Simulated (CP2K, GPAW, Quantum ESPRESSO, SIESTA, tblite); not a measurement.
**Other levels on (11,0) carbon nanotube bundle (176 atoms)**

The cell holds 176 atoms: 176 C. Its edges and angles: a = 11.913 Å, b = 11.913 Å, c = 17.043 Å, α = 90.0°, β = 90.0°, γ = 120.0°. It derives from C (graphene). Graphene sheet (a = 2.46 Å) rolled into a (11,0) tube of diameter 8.61 Å, 4 periods, hexagonal bundle with 3.3 Å between walls; then minimised and run for 3 ps at 600 K (NVT) with a classical potential, last frame taken. Then every atom was moved at random, 0.03 Å r.m.s. a Cartesian component.

Geometry: as built.

The reference, a calculation:

- method: Kohn-Sham DFT, PBE, SSSP efficiency 1.3.0 pseudopotentials, plane waves (Quantum ESPRESSO 7.5); sssp-pbe-1.3.0-efficiency, cutoffs 45/360 Ry, Γ point
- r.m.s. force component: 2.24 eV/Å
- longest force: 10.73 eV/Å
- pressure: 6.368 GPa
- gap (highest filled to lowest empty level): 0.5747 eV
- time: 7.2 min on 4 MPI ranks of Arm Neoverse V1, shared host
- CPU time: 29 min

**Question.** The same geometry is run in other programs. How far does each lie from the reference, and what does it cost?
- GPAW PBE, LCAO szp(dzp), h 0.2 Å (GPAW 26.7.0; 2 MPI ranks)
- CP2K PBE, TZVP-UZH, 450/50 Ry, diagonalisation (CP2K 2026.2; 4 MPI ranks)
- CP2K PBE, SZV-MOLOPT-SR, 450/50 Ry, diagonalisation (CP2K 2026.2; 2 threads)
- CP2K revPBE, PBE potentials, DZVP-MOLOPT-SR, 450/50 Ry, diagonalisation (CP2K 2026.2; 4 MPI ranks)
- SIESTA PBE, DZP, shift 0.01 Ry, mesh 300 Ry (SIESTA 5.4.2; 4 MPI ranks)
- CP2K PBE+D3(BJ), DZVP-MOLOPT-SR, 450/50 Ry, diagonalisation (CP2K 2026.2; 4 MPI ranks)
- GPAW PBE, LCAO dzp, h 0.2 Å (GPAW 26.7.0; 4 MPI ranks)
- tblite GFN1-xTB (tblite 0.8.0; 1 thread)
- CP2K PBE, DZVP-MOLOPT-SR, 450/50 Ry, diagonalisation (CP2K 2026.2; 4 MPI ranks)
- CP2K PBE, TZVP-MOLOPT, 450/50 Ry, diagonalisation (CP2K 2026.2; 4 MPI ranks)

Differences are against the plane-wave reference, forces as r.m.s. over components; share is that over the reference's r.m.s. force, slope the least-squares factor from reference forces to these. Total energies of different programs have different zeros and aren't compared.

| run | Δ force, r.m.s. (meV/Å) | share (%) | slope | Δ pressure (GPa) | Δ gap (eV) | cores | CPU time | memory (GiB) |
| --- | --- | --- | --- | --- | --- | --- | --- | --- |
| reference | - | - | - | - | - | 4 | 29 min | 8.4 |
| GPAW PBE, LCAO szp(dzp), h 0.2 Å (coarse) | 407 | 18.2 | 1.057 | - | -0.0105 | 2 | 3.4 min | 1.9 |
| CP2K PBE, TZVP-UZH, 450/50 Ry, diagonalisation | 32.0 | 1.43 | 1.011 | 0.721 | 0.0105 | 4 | 27 min | 6.9 |
| CP2K PBE, SZV-MOLOPT-SR, 450/50 Ry, diagonalisation (coarse) | 625 | 27.9 | 1.271 | 7.45 | 0.116 | 2 | 7.2 min | 4.7 |
| CP2K revPBE, PBE potentials, DZVP-MOLOPT-SR, 450/50 Ry, diagonalisation | 31.0 | 1.38 | 1.010 | 1.08 | 0.0054 | 4 | 16 min | 6.3 |
| SIESTA PBE, DZP, shift 0.01 Ry, mesh 300 Ry | 319 | 14.2 | 1.101 | 6.65 | 0.001 | 4 | 8.3 min | 2.3 |
| CP2K PBE+D3(BJ), DZVP-MOLOPT-SR, 450/50 Ry, diagonalisation | 64.8 | 2.89 | 1.020 | 0.251 | 0.0084 | 4 | 17 min | 6.4 |
| GPAW PBE, LCAO dzp, h 0.2 Å | 187 | 8.36 | 1.057 | - | 0.0043 | 4 | 8.3 min | 3.7 |
| tblite GFN1-xTB | 148 | 6.60 | 0.979 | -2.40 | - | 1 | 5.5 s | 0.16 |
| CP2K PBE, DZVP-MOLOPT-SR, 450/50 Ry, diagonalisation | 38.6 | 1.72 | 1.013 | 0.540 | 0.0084 | 4 | 15 min | 6.3 |
| CP2K PBE, TZVP-MOLOPT, 450/50 Ry, diagonalisation | 16.2 | 0.723 | 1.001 | 0.221 | 0.0048 | 4 | 3.4 h | 7.4 |

Rows marked coarse were listed beforehand as settings not expected to be converged; some can still land near the reference.

CPU time is summed over cores on a shared host, where runs went side by side, so it is rough. Symmetry, cutoffs, thresholds, outputs and thread counts weren't matched or tuned between programs; memory under MPI is the largest rank's times the ranks.

The PBE runs in local orbitals, coarse settings apart, differ by 0.72 % (CP2K PBE, TZVP-MOLOPT, 450/50 Ry, diagonalisation) to 14 % (SIESTA PBE, DZP, shift 0.01 Ry, mesh 300 Ry); basis, grid and potentials can all enter. Tight binding differs by 6.6 % (tblite GFN1-xTB); it is another model, with fitted parameters of its own, and the xTB methods hold dispersion. Rows with another functional or a dispersion term differ by 1.4 % (CP2K revPBE, PBE potentials, DZVP-MOLOPT-SR, 450/50 Ry, diagonalisation) to 2.9 % (CP2K PBE+D3(BJ), DZVP-MOLOPT-SR, 450/50 Ry, diagonalisation), which mixes the change of model with differences of basis and potentials, some of them made for another functional. Runs with settings chosen to be coarse differ by 18 % (GPAW PBE, LCAO szp(dzp), h 0.2 Å) to 28 % (CP2K PBE, SZV-MOLOPT-SR, 450/50 Ry, diagonalisation), their programs' other errors included. Periodic xTB results under one method name differ between programs and library versions. The electronic-structure runs sample only Γ, in a cell whose shortest periodic width is 10 Å.

[Hosts, paths, dates, database ids (printed as entryN), source tags and the programs' standing remarks are cut or masked in the printed files.]
